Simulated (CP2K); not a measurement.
Two runs for the N K edge of nitrosoethylene. Run A: CP2K XAS_TDP, all-electron GAPW, PBEh(45%), aug-cc-pVDZ, TDA, no relativity. Run B differs in one setting.

First lines with a strength over 0.0015. A:

| atom | energy (eV) | states | strength, one atom |
| --- | --- | --- | --- |
| N3 (bonded to C and O) | 394.37 | 1 | 0.0674 |
|  | 401.05 | 1 | 0.0092 |
|  | 402.44 | 1 | 0.0028 |
|  | 403.32 | 1 | 0.0023 |
|  | 403.53 | 1 | 0.0234 |

B:

| atom | energy (eV) | states | strength, one atom |
| --- | --- | --- | --- |
| N3 (bonded to C and O) | 400.37 | 1 | 0.0664 |
|  | 407.05 | 1 | 0.0091 |
|  | 408.45 | 1 | 0.0028 |
|  | 409.33 | 1 | 0.0022 |
|  | 409.53 | 1 | 0.0231 |

Which was it: scalar relativity switched on, GW2X switched on, the basis, the functional?

GW2X switched on. GW2X shifts an atom's lines together and keeps their spacings. Against PBEh(45%) in aug-cc-pVDZ, the leading line moves by +6.00 eV, to 400.37 eV.

[Hosts, paths, dates, database ids (printed as entryN), source tags and the programs' standing remarks are cut or masked in the printed files.]
